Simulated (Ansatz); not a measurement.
# GaN (F-43m):Mo_Ga, thermodynamic levels from a 54-atom cell, part 2 of 2

Aim: at which Fermi levels does Mo_Ga in GaN (F-43m) change its charge? The model is a cell of 54 host atoms with 1 Ga taken out and 1 Mo put in.

Ansatz; place-levels on r2SCAN runs: charge-transition levels and formation energies with image-charge correction and potential alignment at the atomic sites; PAW set soft_1.

So far: The structure; The runs of each charge state.

## (3) place-levels, r2SCAN

A charged cell interacts with its images and the background, and its potential has another zero than the host's. place-levels removes the first by a point-charge model, screened by the static dielectric constant since the ions have relaxed around the charge, and the second by comparing potentials at atoms far from the defect.

The host is a run of the defect-free crystal in the same cutoffs, grids and k-points, so that basis and sampling errors cancel in part in the differences. The host is run in a cell of 2 atoms on a matching mesh. Its band edges are searched through the zone by a band path, so the gap is smaller than, or equal to, that on the mesh. Chemical potentials are energies per atom of Ga (alpha-Ga (Cmce)) and Mo (bcc), run with the same functional and cutoff.

levels.point.yaml reads:

```yaml
host:
  run: host.point.run
states: [qm1.point.run, qm1_M4.point.run, q0_M1.point.run, q0_M3.point.run, qp1.point.run, qp1_M2.point.run, qp2_M1.point.run]
geometry_from:
  qm1.point.run: qm1.relax.run
  qm1_M4.point.run: qm1_M4.relax.run
  q0_M1.point.run: q0_M1.relax.run
  q0_M3.point.run: q0_M3.relax.run
  qp1.point.run: qp1.relax_smeared.run
  qp1_M2.point.run: qp1_M2.relax.run
  qp2_M1.point.run: qp2_M1.relax.run
  host.point.run: host.relax.run
chemical_potentials:
  Ga:
    energy: -3790.270342
    dataset: <sha256 of the dataset>
  Mo:
    energy: -4967.627126
    dataset: "<sha256 of the dataset>"
epsilon: 6.0
static_epsilon: 10.56
vertical:
  - { from: qm1.point.run, to: qm1.point_neutral.run }
  - { from: qm1_M4.point.run, to: qm1_M4.point_neutral.run }
  - { from: qp1.point.run, to: qp1.point_neutral.run }
  - { from: qp1_M2.point.run, to: qp1_M2.point_neutral.run }
  - { from: qp2_M1.point.run, to: qp2_M1.point_neutral.run }
```

Launch:

```
> ansatz place-levels levels.point.yaml -- --threads 8 --pin off --max-ram 15073MiB
```

Log:

```text
[... repeated set-up lines and file paths are left out, and long positions are rounded to six places ...]
(+2/+1) 0.801 eV above the valence edge, 1.367 eV under the conduction edge
(+1/0) 2.245 eV above the valence edge (+2.772 eV without the band-filling correction), in the conduction band
(0/-1) 2.608 eV above the valence edge (+3.201 eV without the band-filling correction), in the conduction band
formation energy of charge +2: +0.046 eV with the Fermi level at the valence edge
formation energy of charge +1: +0.847 eV with the Fermi level at the valence edge
formation energy of charge 0: +3.092 eV with the Fermi level at the valence edge
formation energy of charge -1: +5.700 eV with the Fermi level at the valence edge
vertical -1 to 0: no energy, since no alignment is typed
  the change from vertical[0].from (qm1.point.run) to vertical[0].to (qm1.point_neutral.run): by its spins about the atoms it stands at 0.364 0.651 0.649, with an rms radius of about 1.4 Å (0.6 0.9 0.9 Å across the planes of the cell's vectors); [...]
vertical -1 to 0: no energy, since no alignment is typed
  the change from vertical[1].from (qm1_M4.point.run) to vertical[1].to (qm1_M4.point_neutral.run): by its potential at epsilon 6 it stands at 0.366 0.700 0.699, with an rms radius of about 2.6 Å (1.5 1.5 1.5 Å across the planes of the cell's vectors); [...]
vertical +1 to 0: no energy, since no alignment is typed
  the change from vertical[2].from (qp1.point.run) to vertical[2].to (qp1.point_neutral.run): by its spins about the atoms it stands at 0.342 0.682 0.675, with an rms radius of about 1.0 Å (0.6 0.5 0.6 Å across the planes of the cell's vectors); [...]
vertical +1 to 0: no energy, since no alignment is typed
  the change from vertical[3].from (qp1_M2.point.run) to vertical[3].to (qp1_M2.point_neutral.run): by its potential at epsilon 6 it stands at 0.366 0.700 0.688, with an rms radius of about 2.3 Å (1.3 1.3 1.3 Å across the planes of the cell's vectors); [...]
vertical +2 to 0: no energy, since no alignment is typed
  the change from vertical[4].from (qp2_M1.point.run) to vertical[4].to (qp2_M1.point_neutral.run): by its potential at epsilon 6 it stands at 0.367 0.699 0.701, with an rms radius of about 2.7 Å (1.6 1.6 1.6 Å across the planes of the cell's vectors); [...]
  edges by r2scan, gap 2.168 eV; the host is sampled to repeats of 19.08 Å
  the defect's cells are sampled to repeats of 19.08 Å, like sampling
  charge +2: -113958.3688 eV with its correction of +1.303 eV, at epsilon 10.56, aligned at sites: +0.1883 eV, mean over 19 atomic sites at or beyond 4.77 Å from the defect at [0.3333, 0.6667, 0.6667], with +0.000000 for the charge's moments and without [...]
  charge +1: -113948.1177 eV with its correction of +0.447 eV, at epsilon 10.56, aligned at sites: +0.2156 eV, mean over 19 atomic sites at or beyond 4.77 Å from the defect at [0.3333, 0.6667, 0.6667], with +0.000000 for the charge's moments and without [...]
  charge 0: +0.000 eV for its dipole among its images, +0.000 omitted
  charge -1: -113923.2455 eV with its correction of -0.075 eV, at epsilon 10.56, aligned at sites: +0.3064 eV, mean over 19 atomic sites at or beyond 4.77 Å from the defect at [0.3333, 0.6667, 0.6667], with +0.000000 for the charge's moments and without [...]
  charge +1: states[4] (qp1.point.run) stands 0.923 eV higher, with a moment of 0.00 μB against 2.00
  states[4] (qp1.point.run): levels filled in part (TS 0.011 eV): its energy is of no whole electron's
  charge 0: states[2] (q0_M1.point.run) stands 0.169 eV higher, with a moment of 1.00 μB against 3.00
  states[2] (q0_M1.point.run): levels filled in part (TS 0.002 eV): its energy is of no whole electron's
  charge -1: states[0] (qm1.point.run) stands 0.588 eV higher, with a moment of 0.00 μB against 4.00
  states[0] (qm1.point.run): levels filled in part (TS 0.002 eV): its energy is of no whole electron's
  of states[6] (qp2_M1.point.run): it parts from the run at its places by a charge that spreads by about 1.6 Å along one vector (1.3 Å or more is wide), by its potential at epsilon 6, taken for that of held ions (one typed too small widens it), where the cell [...]
  of states[5] (qp1_M2.point.run): its alignment with the host at atomic sites is doubtful: the mean over the far sites moves by -0.0833 eV from their farther parts to their nearer, more than 0.05 eV. [...]
  of states[3] (q0_M3.point.run): a band-filling correction moves a carrier to the host's band edge, which changes its energy by -0.527 eV; [...]
  of states[1] (qm1_M4.point.run): it parts from the run at its places by a charge that spreads by about 1.5 Å along one vector (1.3 Å or more is wide), by its potential at epsilon 6, taken for that of held ions (one typed too small widens it), where the cell [...]
  of states[4] (qp1.point.run): its alignment with the host at atomic sites is doubtful: the mean over the far sites moves by -0.0968 eV from their farther parts to their nearer, more than 0.05 eV. [...]
  of states[2] (q0_M1.point.run): its moments are held at its close (magnetization.spin_locking), by a field of 0.092 eV a Bohr magneton, and its energy and levels are of the state that this holds: a run that lets them go can end lower; [...]
  of states[0] (qm1.point.run): its alignment with the host at atomic sites is doubtful: the mean over the far sites moves by +0.0518 eV from their farther parts to their nearer, more than 0.05 eV. [...]
  vertical[0].from (qm1.point.run): levels filled in part (TS 0.002 eV): its energy is of no whole electron's
  of vertical[0].from (qm1.point.run): of the run under geometry_from: band_overlap_at_count
  of vertical[0].to (qm1.point_neutral.run): stability_check_not_made
  of vertical[1].from (qm1_M4.point.run): its moments are held at its close (magnetization.spin_locking), by a field of 0.076 eV a Bohr magneton, and its energy and levels are of the state that this holds: a run that lets them go can end lower; [...]
  of vertical[1].to (qm1_M4.point_neutral.run): stability_check_not_made
  vertical[2].from (qp1.point.run): levels filled in part (TS 0.011 eV): its energy is of no whole electron's
  of vertical[2].to (qp1.point_neutral.run): its moments are held at its close (magnetization.spin_locking), by a field of 0.346 eV a Bohr magneton, and its energy and levels are of the state that this holds: a run that lets them go can end lower; [...]
  of vertical[3].from (qp1_M2.point.run): stability_check_not_made
  of vertical[3].to (qp1_M2.point_neutral.run): its solution was reached by way of a converged one of higher free energy, in the state of a single point ahead of it or from where its search with frozen cores ended, in this run or in one that it set out from; [...]
  of vertical[4].from (qp2_M1.point.run): stability_check_not_made; [...]
  of vertical[4].to (qp2_M1.point_neutral.run): its moments are held at its close (magnetization.spin_locking), by a field of 0.411 eV a Bohr magneton, and its energy and levels are of the state that this holds: a run that lets them go can end lower; [...]
```

Run time: 0.66 s. Hardware: 8 threads of Arm Neoverse V2, shared host.

Levels between the charges placed, in eV above the valence top:

```
        gap (eV)  (+2/+1)  (+1/0)  (0/−1)
r2SCAN      2.17     0.80    2.24    2.61
```

Corrections by state:

```
charge  moment (μB)  image terms and alignment (eV)  band filling (eV)  ε used  over the lowest of its charge, as the program ranks them, band filling apart (eV)
    +2          1.0                           1.303                  -   10.56                                                                              0.000
    +1          2.0                           0.447                  -   10.56                                                                              0.000
     0          3.0                           0.000             -0.527       -                                                                              0.000
    −1          4.0                          -0.075             -1.120   10.56                                                                              0.000
    +1          0.0                           0.438                  -   10.56                                                                              0.923
     0          1.0                           0.000                  -       -                                                                              0.169
    −1          0.0                          -0.056                  -   10.56                                                                              0.588
```

The charged structures listed were also run neutral, and place-levels reads from each pair, by the potential or the spins, how wide the charge is by which they differ; that can be the carrier of either run.

```
charge  rms radius (Å)  spread where it is widest against the cell (Å)  wide from (Å)  reading
    +2             2.7                                            1.57           1.35     wide
    +1             2.3                                            1.34           1.35   narrow
    −1             2.6                                            1.49           1.35     wide
```

The neutral runs of these pairs need not share the spin of the lowest neutral state, and very wide values only mean spread over the cell.

From the program's caveats on the states, each cut to its opening words:

- charge +2 (1 μB): it parts from the run at its places by a charge that spreads by about 1.6 Å along one vector (1.3 Å or more is wide), by its potential at epsilon 6, taken for [...]
- charge +2 (1 μB): its alignment with the host at atomic sites is doubtful: the mean over the far sites moves by -0.1814 eV from their farther parts to their nearer, more than [...]
- charge +2 (1 μB), +1 (2 μB), 0 (3 μB), −1 (4 μB), 0 (1 μB): flagged: stability check not made
- charge +1 (2 μB): its alignment with the host at atomic sites is doubtful: the mean over the far sites moves by -0.0833 eV from their farther parts to their nearer, more than [...]
- charge 0 (3 μB): a band-filling correction moves a carrier to the host's band edge, which changes its energy by -0.527 eV
- charge 0 (3 μB): its moments are held at its close (magnetization.spin_locking), by a field of 0.056 eV a Bohr magneton, and its energy and levels are of the state that this [...]
- charge −1 (4 μB): it parts from the run at its places by a charge that spreads by about 1.5 Å along one vector (1.3 Å or more is wide), by its potential at epsilon 6, taken for [...]
- charge −1 (4 μB): a band-filling correction moves a carrier to the host's band edge, which changes its energy by -1.120 eV
- charge −1 (4 μB): its alignment with the host at atomic sites is doubtful: the mean over the far sites moves by +0.1187 eV from their farther parts to their nearer, more than [...]
- charge −1 (4 μB): its moments are held at its close (magnetization.spin_locking), by a field of 0.076 eV a Bohr magneton, and its energy and levels are of the state that this [...]
- charge +1: its alignment with the host at atomic sites is doubtful: the mean over the far sites moves by -0.0968 eV from their farther parts to their nearer, more than [...]
- charge 0 (1 μB): its moments are held at its close (magnetization.spin_locking), by a field of 0.092 eV a Bohr magneton, and its energy and levels are of the state that this [...]
- charge −1: its alignment with the host at atomic sites is doubtful: the mean over the far sites moves by +0.0518 eV from their farther parts to their nearer, more than [...]

The host's formation energy from the elements is -0.646 eV per atom; it sets how far the chemical potentials can move.

Limit set by the element alone; other compounds of these elements are not counted. Chemical potentials from the elements' reference states: Ga 0.00 eV, N -1.29 eV, Mo 0.00 eV. Formation energies (Ga-rich), with the Fermi level at the valence top and at the conduction bottom (gap 2.17 eV):

```
charge  at valence top (eV)  at conduction bottom (eV)  correction included (eV)
    +2                 0.05                       4.38                      1.30
    +1                 0.85                       3.02                      0.45
     0                 3.09                       3.09                     -0.53
    −1                 5.70                       3.53                     -1.19
```

(Fermi level (eV), lowest formation energy (eV)): (0.00, 0.05), (0.20, 0.44), (0.39, 0.83), (0.59, 1.23), (0.79, 1.62), (0.98, 1.83), (1.18, 2.03), (1.38, 2.23), (1.58, 2.42), (1.77, 2.62), (1.97, 2.82), (2.17, 3.02)

Limit set by the element alone; other compounds of these elements are not counted. Chemical potentials from the elements' reference states: N 0.00 eV, Ga -1.29 eV, Mo 0.00 eV. Formation energy by charge state (N-rich; gap 2.17 eV):

```
charge  at valence top (eV)  at conduction bottom (eV)  correction included (eV)
    +2                -1.25                       3.09                      1.30
    +1                -0.44                       1.72                      0.45
     0                 1.80                       1.80                     -0.53
    −1                 4.41                       2.24                     -1.19
```

| Fermi level (eV) | lowest formation energy (eV) |
| --- | --- |
| 0.00 | -1.25 |
| 0.20 | -0.85 |
| 0.39 | -0.46 |
| 0.59 | -0.06 |
| 0.79 | 0.33 |
| 0.98 | 0.54 |
| 1.18 | 0.74 |
| 1.38 | 0.94 |
| 1.58 | 1.13 |
| 1.77 | 1.33 |
| 1.97 | 1.53 |
| 2.17 | 1.72 |

## (4) Summary of results

```json
{
  "gap of the host": "2.17 eV (r2SCAN)",
  "level (plus 2/plus 1)": "0.80 eV above the valence top",
  "level (plus 1/0)": "2.24 eV above the valence top, past the conduction bottom (2.77 eV above the valence top without the band-filling term)",
  "level (0/minus 1)": "2.61 eV above the valence top, past the conduction bottom (3.20 eV above the valence top without the band-filling term)",
  "lowest of the charges placed, just above the valence top (0.02 eV)": "+2",
  "lowest of the charges placed, just below the conduction bottom (0.02 eV)": "+1",
  "lowest formation energy at mid-gap of the charges run, Ga-rich": "1.93 eV",
  "lowest formation energy at mid-gap of the charges run, N-rich": "0.64 eV"
}
```

Of the charges placed (−1, 0, +1 and +2), the lowest changes at 0.80 eV (+2/+1) above the valence top, in a gap of 2.17 eV. (+2/+1) lies nearer to a band edge than the share of the finite-size correction in it (0.86 eV), and that correction holds for a localised charge alone. Charges above +2 were not placed, so these runs say nothing of levels that involve them. States placed: +2 at 1 μB; +1 at 2 μB and 0 μB; 0 at 3 μB and 1 μB; −1 at 4 μB and 0 μB. Other spin states or structures, where not listed, weren't placed. The program finds carriers beyond a band edge of the host and adds a band-filling term at charge −1 (-1.12 eV) and 0 (-0.53 eV); steps to such a charge show no bound level, and a defect level inside a band would be read the same way. The single point of charge −1 ended up to 0.08 eV away from the relaxation's own energy, in another electronic state for which the structure isn't relaxed; levels and gains that use it carry that error. Mo is taken at its element; compounds, which aren't counted here, bound the chemical potentials and would shift these formation energies. The program doubts the alignment of potentials for at least one state, a sign that the cell is small. Limits: r2SCAN makes the gap too small and tends to spread out bound carriers; where a gas molecule sets a chemical potential or the host's formation energy, its binding is uncorrected; force components of up to 0.14 eV/Å remain in a run at the final settings.

[Logs are printed without paths, hosts, clocks, repeated set-up lines and the standing remarks that a program may print on its own settings, such as how far it seeks lower states.]

[Hosts, paths, dates, database ids (printed as entryN), source tags and the programs' standing remarks are cut or masked in the printed files.]

[Where a table of states has a column of steps, it counts the stored structures, which are thinned; the runs took as many ionic steps or more.]

[A defect's name tells the site on which it was built; relaxed atoms can leave that site.]

[For some hosts the program warned that the k-mesh of the response run may be too coarse for force constants and the static dielectric constant; such warnings are not shown here.]
